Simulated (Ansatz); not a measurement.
# Li2ScBr4, from a guessed structure to a relaxed one, part 2 of 2

This structure for Li2ScBr4 is made up. Its elements were placed in a known structure type with a cell scaled to their sizes. What cell does the guess relax to, and how far off was it?

Ansatz 0.2.0; DFT, PBE, plane-wave PAW, files of the set soft_1, scalar-relativistic, no spin, cell and ions relaxed at zero pressure; PAW set soft_1 (the session's first sound run).

So far: Set-up; Relaxing cell and atoms. The relaxed cell has a = 4.043, c = 43.891 Å (conventional setting).

## Step 3: Electronic structure of the relaxed cell

A second self-consistent run takes a narrower smearing and the mesh shown in its input; the bands follow along the standard path of the relaxed lattice.

This step: DFT, PBE, plane-wave PAW, files of the set soft_1, scalar-relativistic, no spin, bands and density of states at the relaxed cell; PAW set soft_1 (Ansatz 0.2.0).

The input, input.yaml:

```yaml
crystal:
  lattice:
    - [2.0212942647, 1.166994788, 14.6302334284]
    - [-2.0212942647, 1.166994788, 14.6302334284]
    - [0.0, -2.3339895754, 14.6302334285]
  atoms:
    - { symbol: Br, position: [0.8706581055, 0.8706581055, 0.8706581055] }
    - { symbol: Br, position: [0.3686808709, 0.3686808709, 0.3686808709] }
    - { symbol: Br, position: [0.6313191291, 0.6313191291, 0.6313191291] }
    - { symbol: Br, position: [0.1293418945, 0.1293418945, 0.1293418945] }
    - { symbol: Sc, position: [0.0, 0.0, 0.0] }
    - { symbol: Li, position: [0.8107169855, 0.8107169855, 0.8107169855] }
    - { symbol: Li, position: [0.1892830145, 0.1892830145, 0.1892830145] }
kpoints:
  mp_grid: { grid: [10, 10, 10] }
  band_path:
    path:
      - [[0.0, 0.0, 0.0], [0.5, 0.0, 0.0], [0.5, 0.17090841, -0.17090841]]
      - [[0.82909159, 0.5, 0.17090841], [0.5, 0.5, 0.5], [0.0, 0.0, 0.0], [0.3354542, 0.0, -0.3354542]]
      - [[0.6645458, 0.3354542, 0.0], [0.5, 0.5, 0.0], [0.6645458, 0.6645458, 0.17090841], [0.5, 0.5, 0.5]]
      - [[0.5, 0.0, 0.0], [0.82909159, 0.3354542, 0.3354542]]
    npoints: 8
scf:
  occupations: { method: fermi_dirac, width: 0.03 }
  n_extra_bands: 11
hamiltonian:
  xc: pbe
  pseudopotentials: { kind: paw, azcp: { folder: soft_1 } }
output:
  forces: true
  stress: true
  write_bands: true
  dos: { projected: true }
  write_density: true
  write_potential: true
  elf: true
  volumetric_format: npy
```

Command:

```console
ansatz run input.yaml --threads 4 --pin off --max-ram 10240MiB --backend cpu --events-out ev --progress --plain --runs-dir out
```

Numbers of over 12 decimals in the logs are rounded to 6 here.

What it wrote:

```text
[...]
Crystal: 7 atoms, lattice volume = 207.062 Å³
Basis set: ecut = 420 eV, 4057 PW (Γ), FFT grids on a1−a2, a2, −a2+a3, exchange–correlation on 60×200×60 points (8 copies of the dense FFT grid, shifted against one another)
Bands: 34, of which v1, the nominal top of the filled ones, is band 23 counted from 1 (22 counted from 0)
Symmetry: 12 space group operations
[...]
k-points: 116 of 1000
[...]
SCF iter   1: F=—  HF=-13692.945828 eV  |F-HF|=—  |Δ(HF+E_count)|=         —  Δρ=7.05e-2  dr2=2.73e1  ethr=3.10e-3  ⟨swp⟩=7.0  Hψ=19332  notcnv=0  defer=51
[...]
SCF iter  11: F=-13688.508133 eV  HF=-13688.508133 eV  |F-HF|=4.62e-9  |Δ(HF+E_count)|=   1.20e-8  Δρ=2.01e-6  dr2=1.28e-8  ethr=2.22e-10  ⟨swp⟩=17.8  Hψ=28385  notcnv=0
SCF 1 converged in 11 iterations: F = -13688.508133 eV  dr2 = 1.28e-8
[...]
NSCF: frozen V_eff on 76 k-points
SCF converged after 11 iterations
Free energy (F): -13688.508133 eV
[...]
Internal energy: -13688.499148 eV  (E = F + TS)
E sigma→0 (E₀):  -13688.503640 eV
Entropy (-TS):   -0.008985 eV (-1.284 meV/atom)
Fermi energy:    4.599598 eV
[...]
--- Forces (eV/Å), atoms counted from 1 ---
  atom   1  Br     0.00000000     0.00000000     0.00006756
  atom   2  Br     0.00000000    -0.00000000    -0.00820848
  atom   3  Br    -0.00000000     0.00000000     0.00820848
  atom   4  Br    -0.00000000    -0.00000000    -0.00006756
  atom   5  Sc     0.00000000     0.00000000    -0.00000000
  atom   6  Li    -0.00000000     0.00000000     0.00037694
  atom   7  Li     0.00000000    -0.00000000    -0.00037694
  max |Σ_I F_I| component: 7.89e-30 eV/Å
--- Stress (GPa, compression-positive) ---
       -0.038358       0.000000      -0.000000
        0.000000      -0.038358       0.000000
       -0.000000       0.000000      -0.008877
  P = ⅓ Tr σ = -0.0285 GPa (-0.285 kbar)
--- Band table (eV; the first three rows and the last of 116) ---
  k-point 0: bands = [... 19 lower, 0.3998, 0.5093, 0.5093, 4.7347, 4.7347, 4.9575, 5.6707, 6.0952, ... 7 higher]
  k-point 1: bands = [... 19 lower, 0.3163, 0.4427, 0.4687, 4.6917, 4.8322, 5.0595, 5.8605, 5.9705, ... 7 higher]
  k-point 2: bands = [... 19 lower, 0.1661, 0.3605, 0.4230, 4.5500, 5.0622, 5.2379, 5.7588, 6.0965, ... 7 higher]
  k-point 115: bands = [... 19 lower, 0.3929, 0.5087, 0.5087, 4.7347, 4.7347, 4.9575, 5.9891, 6.0952, ... 7 higher]
```

It took 10 s on 4 threads of Intel Xeon 6975P-C (Granite Rapids), shared host; peak memory 1 GiB; 39 s of CPU time.

Reading the cycles: dr2 is the Hartree energy of the density residual (eV), the measure of convergence; HF is the Harris–Foulkes estimate of the energy, which meets the free energy F at convergence.

Numbers from this step:

```
free energy             : -13688.5081 eV
energy at zero smearing : -13688.5036 eV
smearing term TS        : 0.008985 eV
Fermi energy            : 4.600 eV
pressure                : -0.02853 GPa
```

From bands.tsv, the bands that come nearest the Fermi level along the path, at its corners, in eV from the Fermi level:

```
point  band 19  band 20  band 21  band 22  band 23  band 24  band 25  band 26
    Γ    -4.21    -4.20    -4.09    -4.09     0.14     0.14     0.36     1.07
    L    -4.95    -4.93    -4.51    -4.45    -0.40     0.92     0.97     1.70
   B1    -4.99    -4.98    -4.61    -4.59     0.49     0.63     0.66     1.62
    B    -4.99    -4.98    -4.61    -4.59     0.49     0.63     0.66     1.62
    Z    -4.21    -4.21    -4.09    -4.09     0.14     0.14     0.36     1.39
    Γ    -4.21    -4.20    -4.09    -4.09     0.14     0.14     0.36     1.07
    X    -4.99    -4.98    -4.60    -4.60     0.49     0.64     0.65     1.62
    Q    -4.99    -4.98    -4.60    -4.60     0.49     0.64     0.65     1.62
    F    -4.95    -4.93    -4.52    -4.44    -0.40     0.92     0.97     1.70
   P1    -4.95    -4.93    -4.51    -4.44    -0.40     0.92     0.97     1.70
    Z    -4.21    -4.21    -4.09    -4.09     0.14     0.14     0.36     1.39
    L    -4.95    -4.93    -4.51    -4.45    -0.40     0.92     0.97     1.70
    P    -4.95    -4.93    -4.51    -4.44    -0.40     0.92     0.97     1.70
```

States per cell as run, both spins, in windows of 1 eV, from dos.tsv (zero at the Fermi level):

```
from  to  total
  -8  -7   0.00
  -7  -6   3.56
  -6  -5  10.38
  -5  -4  10.07
  -4  -3   0.00
  -3  -2   0.00
  -2  -1   0.00
  -1   0   0.98
   0   1   5.02
   1   2   4.25
   2   3   2.52
   3   4   4.45
```

A further 20.0 states lie below the table's range.

Electrostatic potential energy in the ac plane of the cell as run, not the conventional one, at fractional y = 0.000, with atoms of Sc within 0.2 Å of it. With pseudopotentials it is smooth inside the atoms' cores, unlike the true potential.

Ten even steps from '0' (-44 eV) to '9' (8 eV), each cell a mean:
```
000479999999999877889999986568999999999862
520025899999999999888899998522479999999998
975201478999999999999888899873014899999999
999753236899999999999998888998510158999999
999987644688999999999999988889973002699999
999999987667899999999999998877898620037999
999999999887889999999999999987788985201689
999999999998888999999999999999877899853258
799999999999999999999999999999988788998655
778999999999999999999999999999999888899987
888899999999999999999999999999999998889999
998899999999999999999999999999999999988999
999988999999999999999999999999999999998889
899998889999999999999999999999999999999888
678999888899999999999999999999999999999987
744689988788999999999999999889999999999998
974125899877899999999999999988889999999999
998510258988778999999999999998777899999999
999973002689887889999999999999876668899999
999998620037998888999999999999987544678999
999999985101589988889999999999999863125799
999999999841037999988899999999999987300157
589999999998533689999988899999999999851002
026899999999986568999998877899999999987300
```
Columns run along a (14.8 Å; values clipped at the 3rd and 97th percentile), rows up along c (14.8 Å). Atoms in or near the plane, at fractional coordinates: Sc at (0.00, 0.00).

ELF in the ac plane of the cell as run, not the conventional one, at fractional y = 0.000, with atoms of Sc within 0.2 Å of it. It is the smooth field of the valence electrons, not physical close to the nuclei.

Values, 13 rows by 16 columns, each cell a mean:
```
0.40 0.42 0.09 0.03 0.07 0.50 0.83 0.75 0.25 0.62 0.88 0.81 0.37 0.03 0.04 0.22
0.14 0.49 0.51 0.12 0.08 0.03 0.28 0.66 0.54 0.12 0.57 0.79 0.77 0.53 0.06 0.03
0.02 0.08 0.32 0.34 0.17 0.22 0.06 0.09 0.33 0.20 0.06 0.47 0.72 0.71 0.64 0.11
0.17 0.03 0.13 0.17 0.09 0.27 0.42 0.18 0.03 0.06 0.04 0.05 0.35 0.75 0.80 0.72
0.75 0.21 0.04 0.25 0.34 0.14 0.35 0.58 0.33 0.05 0.01 0.04 0.05 0.20 0.71 0.88
0.84 0.73 0.21 0.05 0.34 0.54 0.29 0.34 0.62 0.44 0.09 0.02 0.21 0.27 0.18 0.52
0.32 0.59 0.59 0.15 0.05 0.35 0.62 0.40 0.29 0.58 0.48 0.11 0.07 0.49 0.69 0.45
0.70 0.25 0.17 0.22 0.05 0.03 0.30 0.61 0.47 0.22 0.46 0.44 0.10 0.09 0.59 0.85
0.87 0.81 0.39 0.05 0.04 0.02 0.02 0.20 0.51 0.47 0.13 0.25 0.30 0.08 0.08 0.59
0.54 0.82 0.74 0.55 0.09 0.04 0.08 0.04 0.09 0.33 0.35 0.10 0.17 0.15 0.05 0.06
0.03 0.44 0.76 0.67 0.66 0.14 0.13 0.41 0.20 0.04 0.15 0.19 0.26 0.45 0.15 0.04
0.04 0.02 0.31 0.77 0.78 0.74 0.21 0.39 0.74 0.46 0.08 0.04 0.09 0.35 0.58 0.26
0.33 0.06 0.02 0.18 0.69 0.87 0.77 0.28 0.60 0.86 0.68 0.20 0.02 0.05 0.30 0.40
```
Columns run along a (14.8 Å), rows up along c (14.8 Å). Atoms in or near the plane, at fractional coordinates: Sc at (0.00, 0.00).

Valence density in the ac plane of the cell as run, not the conventional one, at fractional y = 0.000, with atoms of Sc within 0.2 Å of it. It is the smooth field of the valence electrons, not physical close to the nuclei.

Values in e/Å³, 13 rows by 16 columns, each cell a mean:
```
5.4 2.9 0.1 0.0 0.0 0.1 0.4 0.3 0.1 0.3 0.9 0.6 0.1 0.0 0.0 0.8
0.3 2.8 1.8 0.1 0.0 0.0 0.0 0.2 0.2 0.1 0.3 1.0 0.8 0.2 0.0 0.0
0.0 0.1 0.7 0.6 0.1 0.1 0.0 0.0 0.1 0.1 0.1 0.2 0.9 1.0 0.3 0.0
0.0 0.0 0.1 0.2 0.2 0.1 0.1 0.0 0.0 0.0 0.0 0.1 0.2 0.7 1.1 0.4
0.3 0.0 0.0 0.1 0.1 0.1 0.1 0.2 0.1 0.0 0.0 0.0 0.1 0.1 0.5 0.9
0.5 0.2 0.0 0.0 0.1 0.2 0.1 0.1 0.2 0.1 0.0 0.0 0.1 0.1 0.1 0.2
0.1 0.2 0.1 0.0 0.0 0.1 0.2 0.1 0.1 0.2 0.1 0.0 0.0 0.1 0.2 0.2
0.4 0.1 0.1 0.1 0.0 0.0 0.0 0.2 0.2 0.1 0.1 0.1 0.0 0.0 0.1 0.5
0.8 0.7 0.2 0.1 0.1 0.0 0.0 0.0 0.1 0.1 0.1 0.1 0.1 0.0 0.0 0.2
0.2 0.9 1.0 0.3 0.1 0.1 0.0 0.0 0.0 0.1 0.1 0.2 0.2 0.1 0.0 0.0
0.0 0.1 0.8 1.0 0.4 0.1 0.1 0.1 0.0 0.0 0.0 0.1 0.4 1.1 0.2 0.0
0.0 0.0 0.1 0.6 1.1 0.5 0.1 0.1 0.2 0.1 0.0 0.0 0.1 1.0 3.7 1.0
2.2 0.1 0.0 0.0 0.3 0.9 0.5 0.1 0.2 0.5 0.3 0.0 0.0 0.0 1.3 5.9
```
Columns run along a (14.8 Å), rows up along c (14.8 Å). Atoms in or near the plane, at fractional coordinates: Sc at (0.00, 0.00).

## Step 4: Results

```
space group, relaxed : R-3m
conventional cell    : a = 4.043, b = 4.043, c = 43.891 Å; α = 90.0°, β = 90.0°, γ = 120.0°
volume per atom      : 29.58 Å³ (guess 28.30)
```

**Reading.** Li2ScBr4 relaxes to R-3m with a = 4.043, b = 4.043 and c = 43.891 Å. The guessed volume was 4 % too small. The space group R-3m was held in the relaxation, so the end point is a stationary structure within it and may be a saddle against distortions or other arrangements. Bands cross the Fermi level, so it is a metal or semimetal at this level. The electron count is odd, which forces that without spin polarisation or a larger cell. On the 10×10×10 mesh with the narrower smearing (relaxed on 7×7×7) the largest force component is 0.008 eV/Å and the largest stress component is 0.038 GPa, within the relaxation's thresholds of 0.015 eV/Å and 0.05 GPa. The cutoff wasn't tested. A vector of the cell changed its length by 26 %, so the starting arrangement is largely lost and the mesh was laid for another shape. No dispersion term is used, so weakly bound directions may come out too long. Nothing here tests whether the compound is stable against decomposition.

[Logs are printed without paths, hosts, clocks, repeated set-up lines and the standing remarks that a program may print on its own settings, such as how far it seeks lower states.]

[Hosts, paths, dates, database ids (printed as entryN), source tags and the programs' standing remarks are cut or masked in the printed files.]
